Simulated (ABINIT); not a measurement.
# How the form of the self-energy moves the gap of CdTe (F-43m)

Wanted: the gap of CdTe (F-43m) under several approximations, with cost.

Program: ABINIT 10.8.3. Level of theory: PBE and many-body steps on it, plane waves. Results are calculated unless marked as measured.

**Experimental background.**

- Gap 1.32 ± 0.02 eV: direct optical gap from Tauc analysis, 2.5 h deposition; UV-vis diffuse reflectance; film (electrodeposited 2.5 h on FTO, nearly stoichiometric) (“Electrodeposition of CdTe Thin Films for Solar Energy Water Splitting”, 2020, pmc:7177234).

- Gap 1.592 eV: near-band-edge L1 bound-exciton energy extrapolated to 0 K (Varshni), slightly below the true gap; temperature-dependent photoluminescence; 0 K; bulk crystal (vertical Bridgman single crystal) (“Photoluminescence characteristics of Cd1-xMnxTe single crystals grown by the vertical Bridgman method”, 2012, pmc:3275455).

- Gap 1.48 ± 0.02 eV: direct optical gap from Tauc analysis, 1.5 h deposition; UV-vis diffuse reflectance; film (electrodeposited 1.5 h on FTO, Te-rich) (“Electrodeposition of CdTe Thin Films for Solar Energy Water Splitting”, 2020, pmc:7177234).

Report form: the programs' logs are mostly left out.

## 1. The structure

Symmetry: F-43m, No. 216, cubic system. The conventional cell has a = 6.480 Å, b = 6.480 Å, c = 6.480 Å, α = 90.00°, β = 90.00°, γ = 90.00°. Cd has 4 Te at 2.81 Å nearest. Nearest to Te lie 4 Cd at 2.81 Å. Farther neighbours and most contacts between anions are not listed.

The cell and positions come from the Crystallography Open Database and are kept as given unless a step says otherwise. Spin-orbit coupling is left out unless a step names it.

## 2. Empty states on the mesh, 4×4×4 mesh, 243 bands

This step: ABINIT 10.8.3; DFT, PBE, plane waves, norm-conserving pseudopotentials.

The sums over transitions need many empty states on a uniform mesh; this step solves for them.

run.abi

```
acell 3*1.0 Angstrom
rprim 
  0.000000000000 3.240000000000 3.240000000000
  3.240000000000 0.000000000000 3.240000000000
  3.240000000000 3.240000000000 0.000000000000
ntypat 2
znucl 48 52
natom 2
typat 1 2
xred 
  0.000000000000 0.000000000000 0.000000000000
  0.250000000000 0.250000000000 0.250000000000
pp_dirpath "pseudos"
pseudos "Cd.upf, Te.upf"
ecut 47
ngkpt 4 4 4
nshiftk 1
shiftk 0 0 0
kptopt 1
chksymbreak 0
iscf -2
irdden 1
istwfk *1
nband 243
nbdbuf 22
tolwfr 1e-09
nstep 60
prtvol 0
indata_prefix "in"
outdata_prefix "out"
tmpdata_prefix "tmp"
```

The run is started by

```
> OMP_NUM_THREADS=1 mpirun -n 4 abinit run.abi > log
```

Run time: 3.8 min. Hardware: 4 MPI ranks of Arm Neoverse V1, shared host; peak memory 0.59 GiB.

Numbers from this step:

```yaml
gap: 0.7714 eV
k_of_the_valence_top: 0, 0, 0
k_of_the_conduction_bottom: 0, 0, 0
least_direct_gap: 0.7714 eV
k_points_computed: 8
lowest_point_of_the_top_converged_band_above_the_valence_top: 111.6238 eV
```

On this mesh the gap is 0.771 eV.

The density comes from a self-consistent run that is not shown.

## 3. Screening, 4×4×4 mesh, 221 bands, screening to 190.5 eV

The RPA dielectric matrix is built and inverted for each q.

This step: RPA screening on PBE, plane waves, norm-conserving pseudopotentials.

Edit run.abi of step 2 so:

```diff
@@ -20,10 +20,11 @@
 chksymbreak 0
-iscf -2
-irdden 1
 istwfk *1
-nband 243
-nbdbuf 22
-tolwfr 1e-09
-nstep 60
-prtvol 0
+occopt 1
+irdwfk 1
+optdriver 3
+nband 221
+ecuteps 7
+inclvkb 2
+awtr 1
+symchi 1
 indata_prefix "in"
```

It took 4.5 min on 4 MPI ranks; peak memory 2.9 GiB; 18 min of CPU time.

This step gave:

```
ε∞ with local fields, on this mesh, along the program's q direction : 28.49
the same without local fields                                       : 29.83
plasma frequency                                                    : 27.01 eV
plane waves in the screening matrix                                 : 411
```

Local fields lower ε∞ by 5 %.

## 4. G0W0, Godby-Needs plasmon pole

The self-energy is evaluated for the states that the input lists, and the levels follow from it, in one-shot runs by the linearised quasiparticle equation.

This step: G0W0 on PBE, plane waves, norm-conserving pseudopotentials.

Edit run.abi of step 3 so:

```diff
@@ -23,8 +23,15 @@
 irdwfk 1
-optdriver 3
+optdriver 4
 nband 221
+gwcalctyp 0
+ecutsigx 47
+symsigma 1
+nkptgw 1
+kptgw 
+  0.0000000000 0.0000000000 0.0000000000
+bdgw 
+  16 22
 ecuteps 7
-inclvkb 2
-awtr 1
-symchi 1
+irdscr 1
+ppmodel 1
 indata_prefix "in"
```

Run time: 30 s. Hardware: 4 MPI ranks; peak memory 2.7 GiB.

Numbers from this step:

| Item | Value |
| --- | --- |
| G0W0 gap on the points computed | 1.857 eV |
| starting gap on the mesh | 0.7714 eV |
| k of the valence top | 0, 0, 0 |
| k of the conduction bottom | 0, 0, 0 |
| Z at the valence top | 0.795 |
| Z at the conduction bottom | 0.807 |
| least direct G0W0 gap on the computed points | 1.857 eV |

The gap on the mesh goes from 0.77 eV to 1.86 eV, a correction of +1.09 eV.

## 5. G0W0, Hybertsen-Louie plasmon pole

Edit run.abi of step 4 so:

```diff
@@ -35,3 +35,3 @@
 irdscr 1
-ppmodel 1
+ppmodel 2
 indata_prefix "in"
```

Wall time 30 s (4 MPI ranks); peak memory 2.5 GiB; 2 min of CPU time.

This step gave:

| Item | Value |
| --- | --- |
| G0W0 gap on the points computed | 1.867 eV |
| starting gap on the mesh | 0.7714 eV |
| k of the valence top | 0, 0, 0 |
| k of the conduction bottom | 0, 0, 0 |
| Z at the valence top | 0.855 |
| Z at the conduction bottom | 0.862 |
| least direct G0W0 gap on the computed points | 1.867 eV |

Against G0W0 in ABINIT (4×4×4 mesh, 221 bands, screening to 190.5 eV, Godby-Needs plasmon pole), the gap moves by +0.010 eV.

## 6. G0W0, von der Linden-Horsch plasmon pole

Edit run.abi of step 5 so:

```diff
@@ -35,3 +35,3 @@
 irdscr 1
-ppmodel 2
+ppmodel 3
 indata_prefix "in"
```

Elapsed: 15 s, on 4 MPI ranks; peak memory 1.9 GiB.

This step gave:

| Quantity | Value |
| --- | --- |
| G0W0 gap on the points computed | 1.828 eV |
| starting gap on the mesh | 0.7714 eV |
| k of the valence top | 0, 0, 0 |
| k of the conduction bottom | 0, 0, 0 |
| least direct G0W0 gap on the computed points | 1.828 eV |

Against G0W0 in ABINIT (4×4×4 mesh, 221 bands, screening to 190.5 eV, Godby-Needs plasmon pole), the gap moves by −0.029 eV.

## 7. G0W0, Engel-Farid plasmon pole

Edit run.abi of step 6 so:

```diff
@@ -35,3 +35,3 @@
 irdscr 1
-ppmodel 3
+ppmodel 4
 indata_prefix "in"
```

It took 15 s on 4 MPI ranks; peak memory 2 GiB; 60 s of CPU time.

This step gave:

| Item | Value |
| --- | --- |
| G0W0 gap on the points computed | 1.694 eV |
| starting gap on the mesh | 0.7714 eV |
| k of the valence top | 0, 0, 0 |
| k of the conduction bottom | 0, 0, 0 |
| least direct G0W0 gap on the computed points | 1.694 eV |

Against G0W0 in ABINIT (4×4×4 mesh, 221 bands, screening to 190.5 eV, Godby-Needs plasmon pole), the gap moves by −0.163 eV.

## 8. One-shot Hartree-Fock

This step: one-shot Hartree-Fock on PBE, plane waves, norm-conserving pseudopotentials.

Edit run.abi of step 7 so:

```diff
@@ -24,4 +24,4 @@
 optdriver 4
-nband 221
-gwcalctyp 0
+nband 22
+gwcalctyp 5
 ecutsigx 47
@@ -33,5 +33,4 @@
   16 22
-ecuteps 7
-irdscr 1
-ppmodel 4
+ixc_sigma 40
+fftgw 31
 indata_prefix "in"
```

Wall time 3.6 s (4 MPI ranks); peak memory 1.1 GiB.

This step gave:

```
quasiparticle gap on the points computed              : 7.3 eV
starting gap on the mesh                              : 0.7714 eV
k of the valence top                                  : 0, 0, 0
k of the conduction bottom                            : 0, 0, 0
least direct quasiparticle gap on the computed points : 7.3 eV
```

Against G0W0 in ABINIT (4×4×4 mesh, 221 bands, screening to 190.5 eV, Godby-Needs plasmon pole), the gap moves by +5.443 eV.

## 9. The runs together

Times are wall times on 4 MPI ranks of Arm Neoverse V1, shared host, good to a factor of about two. A run's time includes the screening step that it read.

```tsv
run	mesh	bands	screening cutoff (eV)	DFT gap (eV)	gap on the mesh (eV)	direct (eV)	ε∞ used	time
G0W0, Godby-Needs plasmon pole	4×4×4	221	190.5	0.771	1.857	1.857	28.49	5 min
G0W0, Hybertsen-Louie plasmon pole	4×4×4	221	190.5	0.771	1.867	1.867	28.49	5 min
G0W0, von der Linden-Horsch plasmon pole	4×4×4	221	190.5	0.771	1.828	1.828	28.49	4.8 min
G0W0, Engel-Farid plasmon pole	4×4×4	221	190.5	0.771	1.694	1.694	28.49	4.8 min
one-shot Hartree-Fock	4×4×4	-	-	0.771	7.300	7.300	-	3.6 s
```

## 10. Summary of results

```
G0W0, Godby-Needs plasmon pole           : 1.857 eV
G0W0, Hybertsen-Louie plasmon pole       : 1.867 eV
G0W0, von der Linden-Horsch plasmon pole : 1.828 eV
G0W0, Engel-Farid plasmon pole           : 1.694 eV
one-shot Hartree-Fock                    : 7.300 eV
known limits                             : not at the basis limit; exchange with frozen shells missing; mesh may overstate the screening; no spin-orbit coupling; coarse k mesh
```

In words: G0W0, Hybertsen-Louie plasmon pole: +0.010 eV against G0W0, Godby-Needs plasmon pole. G0W0, von der Linden-Horsch plasmon pole: −0.029 eV against G0W0, Godby-Needs plasmon pole. G0W0, Engel-Farid plasmon pole: −0.163 eV against G0W0, Godby-Needs plasmon pole. One-shot Hartree-Fock: +5.443 eV against G0W0, Godby-Needs plasmon pole. Bare exchange alone opens the gap to 7.30 eV; against G0W0, correlation takes back 5.44 eV. Against experiment, by G0W0, Godby-Needs plasmon pole: the direct gap of 1.86 eV lies +0.54 eV from the measured 1.32 ± 0.02 eV (direct, 2020); the direct gap of 1.86 eV lies +0.26 eV from the measured 1.592 eV (exciton, 0 K, 2012); the direct gap of 1.86 eV lies +0.38 eV from the measured 1.48 ± 0.02 eV (direct, 2020). An exciton line or allowed optical edge lies below the quasiparticle gap by the binding energy; a forbidden edge can push the onset above it. These are gaps on the mesh, at modest bands and cutoff. The calculation has static nuclei and no excitons; a measured gap holds zero-point and thermal motion, which mostly lowers it. With atoms this heavy the missing spin-orbit coupling can matter too. Bands and cutoff are finite, so the gap is not at the basis limit. The miss can reach some tenths of an eV and take either sign; the mesh is an error of its own. In the G0W0 runs levels were corrected at 1 k point alone, so a gap called «on the mesh» is the least over those, and an edge elsewhere would be missed. The 4×4×4 mesh is coarse for this cell, which bears on the long-range parts of exchange and screening. The norm-conserving file of at least one element keeps a d shell over frozen s and p shells of the same row. Exchange with those shells is missing from the self-energy, an error of 0.3 to 0.9 eV in cases checked, whose sign depends on which edge lies on those atoms. For the PBE start: The RPA ε∞ on this mesh reaches over 25; with a narrow direct gap a coarse mesh can overstate it, and the correction is then too small.

[Paths, hosts, dates, memory and timing lines, banners, echoed tables and standing remarks are left out of the program output.]

[Logs are printed without paths, hosts, clocks, repeated set-up lines and the standing remarks that a program may print on its own settings, such as how far it seeks lower states.]

[Runs of the session that timed out or met a known fault of the program may be left out.]

[Hosts, paths, dates, database ids (printed as entryN), source tags and the programs' standing remarks are cut or masked in the printed files.]

[G0W0 gaps are taken among the corrected bands and points alone; a level outside them can change the order at an edge.]

[Where Ansatz stands beside ABINIT at settings called matched, ABINIT's density can come from a denser mesh and the files from another edition; pairs whose starting gaps differed by over 0.03 eV were left out, so agreement reads better than it is.]
